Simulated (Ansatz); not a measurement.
# Photoemission of NH2 on graphene in every 14 sites, part 4 of 5

Wanted: the XPS lines and the band structure of NH2 on graphene in every 14 sites.

Ansatz 0.2.0; DFT, PBEsol, plane-wave PAW, default files, scalar-relativistic.

So far, work function, upper face (eV): step 2 (the plain sheet) 4.34; step 3 (relaxation) 4.16.

### 4. Bands, DOS and potential (continued)

Simulated valence spectra by photon energy, shown to 13 eV, since a deeper line would dwarf them at some energies; the 100 % can be that line's tail at the edge; this run's widths, added to any smearing of the DOS itself: Gaussian 0.15 eV, Lorentzian 0.1 eV plus 0.05 an eV of depth. Table of intensity by binding energy, zero at the Fermi level; values in % of the maximum within 13 eV:

```csv
binding energy (eV),21.2 eV,40.8 eV,1253.6 eV,1486.7 eV,5950 eV
-1,1.22,1.39,1.54,1.50,1.28
0,17.2,17.9,9.64,8.89,5.56
1,12.5,13.1,8.07,7.50,4.88
2,68.0,81.5,70.6,67.1,51.5
3,49.5,48.5,23.8,21.7,12.1
4,60.1,58.9,30.9,28.3,16.7
5,69.4,68.2,39.9,37.0,23.8
6,95.2,94.6,58.8,54.8,36.3
7,76.8,79.4,65.0,61.9,47.2
8,66.1,72.5,70.7,67.9,54.5
9,40.9,44.8,65.7,64.5,58.5
10,31.2,36.0,70.1,69.4,66.1
11,17.2,30.3,81.6,81.5,80.5
12,-,33.1,99.9,99.9,99.9
```

Maxima picked by a test of local sharpness, so broad peaks and shoulders can be missing; peaks within 0.45 eV of a curve's cut are left out. Valence peaks, by row, the first 40 of 48 rows:

```csv
photon energy (eV),binding energy (eV),height (% of the maximum within 13 eV),main shell,its share (%)
21.2,6.2,100,C 2p,89.1
21.2,4.5,75.92,C 2p,93.72
21.2,3.35,58.39,C 2p,95.03
21.2,1.9,72.15,C 2p,51.49
21.2,0.2,33.52,C 2p,89.53
40.8,18.05,22.58,C 2s,49.63
40.8,16.7,26.17,C 2p,45.87
40.8,15.8,26.88,C 2p,51.11
40.8,14.2,29.18,C 2p,55.88
40.8,11.95,33.13,C 2p,72
40.8,7.25,80.82,C 2p,72.03
40.8,6.25,100,C 2p,83.95
40.8,4.5,74.4,C 2p,90.42
40.8,3.35,56.85,C 2p,92.2
40.8,1.9,87.72,N 2p,56.95
40.8,0.2,34.95,C 2p,84.82
1254,19.1,144.8,C 2s,71.77
1254,18.15,176.7,C 2s,74.85
1254,16.8,174.9,C 2s,75.43
1254,16,160.1,C 2s,78.63
1254,14.35,147.3,C 2s,84.84
1254,12.05,100,C 2s,87.04
1254,7.9,71,C 2s,60.5
1254,7.3,68.41,C 2s,56.35
1254,6.35,64.94,C 2s,44.34
1254,4.55,40.21,C 2p,55.18
1254,1.9,78.28,N 2s,47.53
1254,0.25,17.88,C 2p,51.2
1487,19.1,146.6,C 2s,71.68
1487,18.15,179,C 2s,74.84
1487,16.8,176.9,C 2s,75.51
1487,16,161.7,C 2s,78.81
1487,14.35,148.4,C 2s,85.23
1487,12.05,100,C 2s,88.1
1487,7.9,68.04,C 2s,63.91
1487,7.3,65.17,C 2s,59.88
1487,6.4,60.84,C 2s,48.55
1487,4.55,37.03,C 2p,51.67
1487,1.9,74.55,N 2s,51.08
1487,0.25,16.42,C 2p,47.98
```

From the Fermi level. Planar mean, electrostatic potential against z:

```csv
z (Å),"planar mean, electrostatic potential (eV)"
0.0,4.38
0.5,4.50
1.0,4.56
1.5,4.56
2.0,4.56
2.5,4.56
3.0,4.56
3.5,4.56
4.0,4.56
4.5,4.55
5.0,4.49
5.5,4.16
6.0,2.32
6.5,-8.56
7.0,-26.5
7.5,-11.5
8.0,0.999
8.5,2.70
9.0,1.41
9.5,2.38
10.0,3.91
10.5,4.13
11.0,4.16
11.5,4.17
12.0,4.17
12.5,4.17
13.0,4.17
13.5,4.17
14.0,4.17
14.5,4.17
15.0,4.17
15.5,4.18
16.0,4.29
```

The intensity has structure finer than the step of the table below, so its rows give means over 1 eV, whole bins alone (the curve runs from -21.5 to 1.38 eV). Peaks (eV: height): N K -7.8: 46.4, -1.9: 98.4; N K, E along x -7.9: 85.9; N K, E along y -1.9: 271; N K, E along z -7.6: 47.5, -6.4: 34.2, -1.9: 23.9, -0.2: 19.3; C K -6.2: 99.8, -0.2: 31.7.

Shapes are the site's partial DOS without matrix elements, which overweights lines from ligand s bands. The intensity by emission energy less the core level's binding energy, zero at the Fermi level; means over each step; 7 of 8 lines; values in % of the unpolarised maximum:

```csv
emission energy less the core level's binding energy (eV),N K,"N K, E along x","N K, E along y","N K, E along z",C K,"C K, E along x","C K, E along y"
-21,0.258,0.113,0.218,0.445,1.06,1.42,1.43
-20,0.758,0.141,0.611,1.52,2.37,3.18,3.20
-19,1.36,0.202,1.26,2.63,5.53,7.52,7.53
-18,1.07,0.292,1.52,1.38,9.35,12.9,12.9
-17,0.953,0.398,1.69,0.773,12.6,17.5,17.5
-16,1.10,0.531,1.65,1.12,15.4,21.8,21.8
-15,1.46,0.652,1.47,2.26,17.4,25.0,25.0
-14,1.99,0.906,1.47,3.58,18.6,27.1,26.8
-13,2.10,1.37,1.19,3.75,20.6,30.7,29.9
-12,2.83,2.30,1.32,4.86,27.4,40.3,40.5
-11,3.67,3.74,1.47,5.79,26.6,38.9,39.1
-10,6.19,8.71,2.11,7.76,32.4,47.0,47.1
-9,15.0,27.5,3.71,13.8,39.4,55.1,54.8
-8,40.3,75.0,8.92,36.9,53.0,63.3,65.6
-7,31.1,48.6,9.76,34.9,74.4,79.2,83.5
-6,21.2,31.3,8.09,24.2,93.2,96.9,96.1
-5,11.5,13.3,9.25,12.1,75.4,69.9,67.9
-4,9.74,6.18,13.8,9.25,66.5,52.5,48.6
-3,10.4,2.27,23.2,5.86,55.6,30.2,26.4
-2,63.8,0.887,174,16.6,42.6,7.70,13.4
-1,11.3,0.506,26.5,6.78,17.5,2.08,2.31
0,5.08,0.366,5.39,8.93,14.8,1.43,1.36
```

Shapes are the site's partial DOS without matrix elements, which overweights lines from ligand s bands. Emission peaks, by row:

```csv
line,energy (eV),height (%)
N K,-7.85,46.44
N K,-6.35,26.79
N K,-4.55,11.85
N K,-1.9,100
N K,-0.25,9.999
"N K, E along x",-7.95,86.08
"N K, E along x",-6.25,37.16
"N K, E along y",-3.85,15.36
"N K, E along y",-1.9,274.9
"N K, E along z",-19.25,3.1
"N K, E along z",-7.6,47.57
"N K, E along z",-6.4,34.41
"N K, E along z",-4.55,14.43
"N K, E along z",-3.45,7.7
"N K, E along z",-1.9,24.25
"N K, E along z",-0.25,19.63
C K,-14.15,19.18
C K,-11.95,28.06
C K,-6.2,100
C K,-4.5,79.53
C K,-3.35,62.13
C K,-2.55,54.24
C K,-1.45,35.5
C K,-0.2,31.96
"C K, E along x",-14.15,27.88
"C K, E along x",-11.95,41.2
"C K, E along x",-6.1,106
"C K, E along y",-14.15,27.67
"C K, E along y",-11.95,41.51
"C K, E along y",-6.2,105.1
"C K, E along y",-4.5,61.6
"C K, E along y",-2.75,25.49
"C K, E along z",-6.35,93.34
"C K, E along z",-4.45,117.2
"C K, E along z",-3.3,118.9
"C K, E along z",-2.45,123.6
"C K, E along z",-1.95,104.9
"C K, E along z",-1.4,99.3
"C K, E along z",-0.2,90.49
```

The spectra weight each projected shell by its atomic cross section (Dirac–Hartree–Slater) and angular factor, for unpolarised light with the analyser at 45° from the beam. Broadening, on top of any smearing of the DOS itself: a Gaussian of 0.15 eV and a Lorentzian of 0.1 eV plus 0.05 times the binding energy (full widths), Fermi edge at 300 K. Each atom is damped by exp[−depth/(λ cos θ)], θ = 0° from the normal, λ from the universal curve. Curves are cut 10 eV under the photon energy, above any shell that the free atom's threshold puts out of reach, or at the lower edge of the window: 11.2 eV at 21.2 eV, 21.6 eV at 40.8 eV, 21.6 eV at 1253.6 eV, 21.6 eV at 1486.7 eV and 21.6 eV at 5950 eV. Dipole terms alone, which is rough above 3 keV; no background, satellites or final-state effects.

Share of each shell in the spectrum's area (%), by photon energy:

```csv
shell,21.2 eV,40.8 eV,1253.6 eV,1486.7 eV,5950 eV
C 2s,1.2,13.0,71.1,72.5,78.8
C 2p,85.0,71.2,11.2,9.7,2.8
N 2s,0.0,1.6,14.5,14.9,17.6
N 2p,12.3,13.4,3.1,2.8,0.9
```

Cross sections used, in Mb an electron:

```csv
shell,21.2 eV,40.8 eV,1253.6 eV,1486.7 eV,5950 eV
C 2s,0.58,0.56,5.0e-4,3.1e-4,5.1e-6
C 2p,2.7,0.84,1.9e-5,9.8e-6,4.0e-8
N 2s,-,0.52,9.1e-4,5.8e-4,1.0e-5
N 2p,3.1,1.3,5.1e-5,2.8e-5,1.2e-7
```

States with weight above 0.08 nearest the zero at K of the zone, within the window kept, -10.0 to 4.9 eV (levels that the program groups as degenerate share a row):

```csv
E (eV),"weight, total",spin
-7.84,0.10,up
-7.71,0.10,down
-1.97,0.13,up
-1.85,0.13,down
-1.38,0.31,up
-1.17,0.39,down
0.02,0.92,up
0.44,0.92,down
1.17,0.52,up
1.32,0.44,down
```

The largest force component on a free atom is 0.019 eV/Å, so the atoms are at rest for these settings too. At the Fermi level the DOS is 1.73 states/eV a cell, and on the broadened curves C 2p holds 89 % of the total there.

### 5. Core levels by total-energy differences

Core levels are what XPS measures. Each chosen atom gets a core hole in a self-consistent pass of its own.

Input file input.yaml:

```yaml
crystal:
  lattice:
    - [6.1675, 2.1364846711, 0.0]
    - [-4.934, 4.2729693423, 0.0]
    - [0.0, 0.0, 16.398092539]
  atoms:
    - { symbol: H, position: [0.3397233725, 0.2569188244, 0.5674765768], spin: 0.3 }
    - { symbol: H, position: [0.1489023721, 0.3524878166, 0.5675438234], spin: 0.3 }
    - { symbol: N_h, position: [0.1759451424, 0.219335185, 0.546728955], spin: 0.3 }
    - { symbol: C_h, position: [0.1840626095, 0.2297105304, 0.4546166992], spin: 0.3 }
    - { symbol: C, position: [0.0893565525, 0.6109662678, 0.4268045197] }
    - { symbol: C, position: [0.9414228536, 0.181268833, 0.4309401249], spin: 0.3 }
    - { symbol: C, position: [0.328063636, 0.6585784073, 0.4259550696], spin: 0.3 }
    - { symbol: C, position: [0.8035273907, 0.7542530446, 0.4273223549] }
    - { symbol: C, position: [0.2326648657, 0.0356864242, 0.4308549887], spin: 0.3 }
    - { symbol: C_h, position: [0.5176638939, 0.8966420936, 0.4234131394] }
    - { symbol: C, position: [0.6133658889, 0.5179378721, 0.4273346169], spin: 0.3 }
    - { symbol: C_h, position: [0.0430969226, 0.8011859185, 0.4275524464], spin: 0.3 }
    - { symbol: C, position: [0.6601848765, 0.3252238949, 0.426938966] }
    - { symbol: C, position: [0.8966855981, 0.3710822223, 0.4274336521], spin: 0.3 }
    - { symbol: C, position: [0.468821163, 0.0863257096, 0.4261954669], spin: 0.3 }
    - { symbol: C_h, position: [0.3779824036, 0.4721422708, 0.4306852955], spin: 0.3 }
    - { symbol: C, position: [0.7559015875, 0.9453527689, 0.4264522037], spin: 0.3 }
magnetization:
  spin_polarized: true
kpoints:
  mp_grid: { grid: [12, 12, 1] }
scf:
  occupations: { method: fermi_dirac, width: 0.03 }
  n_extra_bands: 14
hamiltonian:
  xc: pbesol
  pseudopotentials: { kind: paw }
output:
  forces: true
  write_potential: true
  volumetric_format: []
  core_levels: { shells: { C_h: "1s", N_h: "1s" }, counted_from: fermi_level }
efield:
  axis: 3
  dipole_correction: true
```

On the command line:

```console
$ ansatz run input.yaml --threads 8 --pin off --max-ram 12288MiB --backend cpu --events-out ev --progress --plain --runs-dir out
```

Numbers of over 12 decimals in the logs are rounded to 6 here.

Log:

```text
Warning: the band count 46 (scf.n_extra_bands) hosts the net moment |M| = 3.9000 μB (N_el = 63) but caps the reachable moment at 2·n_bands − N_el = 29.0000 μB, below the 51 bands that the automatic rule leaves for it — a moment growing past the seed, or the majority channel's smearing tail, pins there with fewer empty majority states than that count leaves; raise or omit scf.n_extra_bands unless the cap is intended
scf.n_extra_bands = 14 over 32 filled bands (N_el = 63.0): the run solves 46 bands
Engine: ansatz 0.2.0, aarch64-unknown-linux-gnu
Pseudopotentials: kind: paw
Pseudopotential: H, paw, valence charge 1, recommended cutoff 420 eV (normal), H.paw.azcp
Pseudopotential: N, paw, valence charge 5, recommended cutoff 420 eV (normal), N.paw.azcp
Pseudopotential: C, paw, valence charge 4, recommended cutoff 420 eV (normal), C.paw.azcp
Functional definition: PBEsol
  exchange = pbesol_x
  correlation = pbesol_c
Crystal: 17 atoms, lattice volume = 605.007 Å³
Basis set: ecut = 420 eV, 11731 PW (Γ), exchange–correlation on 90×90×240 points (8 copies of the dense FFT grid, shifted against one another)
Bands: 46, of which v1, the nominal top of the filled ones, is band 32 counted from 1 (31 counted from 0)
Symmetry: 1 space group operations
k-points: 74 of 144 (time reversal used)
Non-local potential: H, projectors of the file, l = 0: 2, l = 1: 1
Non-local potential: N, projectors of the file, l = 0: 2, l = 1: 2, l = 2: 1
Non-local potential: C, projectors of the file, l = 0: 2, l = 1: 2, l = 2: 1
PAW form: soft (Blöchl's): semilocal exchange-correlation on the pseudo side does not see the compensation charge
PAW frozen core: N, regenerated for the run's functional, and the local potential with it (the file was generated under x = pbe(κ = 0.804, μ = 0.219515), c = pbe(β = 0.066725))
PAW frozen core: C, regenerated for the run's functional, and the local potential with it (the file was generated under x = pbe(κ = 0.804, μ = 0.219515), c = pbe(β = 0.066725))
PAW one-centre angular grid: H, 110 points (default); XC on 64 Gauss nodes
PAW one-centre angular grid: N, 110 points (default); XC on 64 Gauss nodes
PAW one-centre angular grid: C, 110 points (default); XC on 64 Gauss nodes
Initial density: superposition of atomic densities (neutral atoms: chi_scale 0, normalization atom)
Starting moments: Σ|m| = 3.9 μB on 13 of 17 sites
Initial wavefunctions: pseudopotential atomic-orbital guess
Functional: x = pbesol(κ = 0.804, μ = 0.123457), c = pbesol(β = 0.046)
[...]
E_vefield    = 1.279549  (∫n·V_field dr)
  E_ewald      = 7755.989731
  E_core_change = 0.323506  (= ΣΔE_core)
  E_smearing   = -0.003678  (= −TS)
  E_closure    = -0.000000  (closes the sum)
  Σ components = -3862.157648   (vs F -3862.157648, Δ=0.00e0)
--- Forces (eV/Å), atoms counted from 1 ---
  atom   1  H      -0.00006487    -0.00228117    -0.00007630
  atom   2  H       0.00018666     0.00002563     0.00114220
  atom   3  N_h    -0.00037121     0.01182924     0.00058768
  atom   4  C_h     0.00168989    -0.01869099    -0.00989037
  atom   5  C       0.00493232     0.00264652     0.00165074
  atom   6  C      -0.00663553    -0.00003330    -0.00178174
  atom   7  C      -0.00245197     0.00849132    -0.00139400
  atom   8  C      -0.00536624    -0.00413082    -0.00124148
  atom   9  C       0.00562309    -0.00054013    -0.00179526
  atom  10  C_h    -0.00048122    -0.00272808     0.00362280
  atom  11  C       0.00272825     0.00495380     0.00302845
  atom  12  C_h     0.00238010     0.00220449     0.00082040
  atom  13  C      -0.00301795    -0.00052027     0.00256139
  atom  14  C      -0.00120580    -0.00500156    -0.00012334
  atom  15  C       0.00345454    -0.00289601    -0.00200250
  atom  16  C_h     0.00216783     0.00927817     0.00824715
  atom  17  C      -0.00356881    -0.00260893    -0.00337844
  max |Σ_I F_I| component: 2.26e-5 eV/Å
--- Band table (eV; the first three rows and the last of 148) ---
  k-point 0 ↑: bands = [... 28 lower, -4.5601, -4.5145, -3.6730, -2.2861, 1.3188, 2.0614, 2.1241, 2.2043, ... 10 higher]
  k-point 1 ↑: bands = [... 28 lower, -4.6119, -4.5460, -3.6907, -2.2600, 1.3460, 1.5357, 1.7460, 2.1415, ... 10 higher]
  k-point 2 ↑: bands = [... 28 lower, -4.6230, -4.4931, -3.7299, -2.1942, 0.9230, 1.2988, 1.4578, 2.0514, ... 10 higher]
  k-point 73 ↓: bands = [... 28 lower, -3.9166, -3.6320, -3.0697, -1.5998, -0.1209, 0.1439, 1.7753, 2.5002, ... 10 higher]
--- Core levels from the Fermi level (as output.core_levels.counted_from types it; a hole's nearest image at 6.5 Å) ---
  atom         alike  shell      binding/eV   shift/eV difference/eV images/eV   SCF
  N_h 2            1     1s               –          –             –         –     –
  C_h 3            1     1s               –          –             –         –     –
  C_h 9            1     1s               –          –             –         –     –
  C_h 11           1     1s               –          –             –         –     –
  C_h 15           1     1s               –          –             –         –     –
  the dataset of N_h with a 1s hole: scattering error 0.002 eV (0.002 eV in the local channel); free atom: scalar-relativistic, large and small components
  the dataset of C_h with a 1s hole: scattering error 0.003 eV (0.001 eV in the local channel); free atom: scalar-relativistic, large and small components
Error: core levels: 5 of 5 not solved. The first is N_h 2 1s: beside the hole the other atoms' moments, 0.40 μ_B in the run without it, are gone or turned over by 0.42, a larger change than a hole causes, so the two cells are in unlike states. Fix: type the starting moments and occupations of the run's own state, unless the hole started from it, as in most collinear magnets
[key lines of the parts left out:]
SCF converged after 16 iterations
Magnetization: 0.9482 μB (31.9741 up, 31.0259 down)
Free energy (F): -3862.157648 eV
Fermi energy:    -1.843836 eV
Dipole field:    D = 0.023636 V/Å  (p = 0.079027 e·Å, saw-weighted, corrected)
Work function:   Φ+ = 4.1723 eV   Φ− = 4.5599 eV
```

Elapsed: 21 min, on 8 threads of Arm Neoverse N1, shared host; peak memory 3.7 GiB.

The run ended with an error after its SCF loop had closed; no result of it is taken.

The program's message: “Error: core levels: 5 of 5 not solved. The first is N_h 2 1s: beside the hole the other atoms' moments, 0.40 μ_B in the run without it, are gone or turned over by 0.42, a larger change than a hole cau …”

(Part 4 of 5 ends here.)

[Logs are printed without paths, hosts, clocks, repeated set-up lines and the standing remarks that a program may print on its own settings, such as how far it seeks lower states.]

[Hosts, paths, dates, database ids (printed as entryN), source tags and the programs' standing remarks are cut or masked in the printed files.]

[Maps of the electrostatic potential energy from Ansatz leave out the sawtooth potential of an applied field or a dipole correction, so their vacuum need not be flat; work functions include it.]
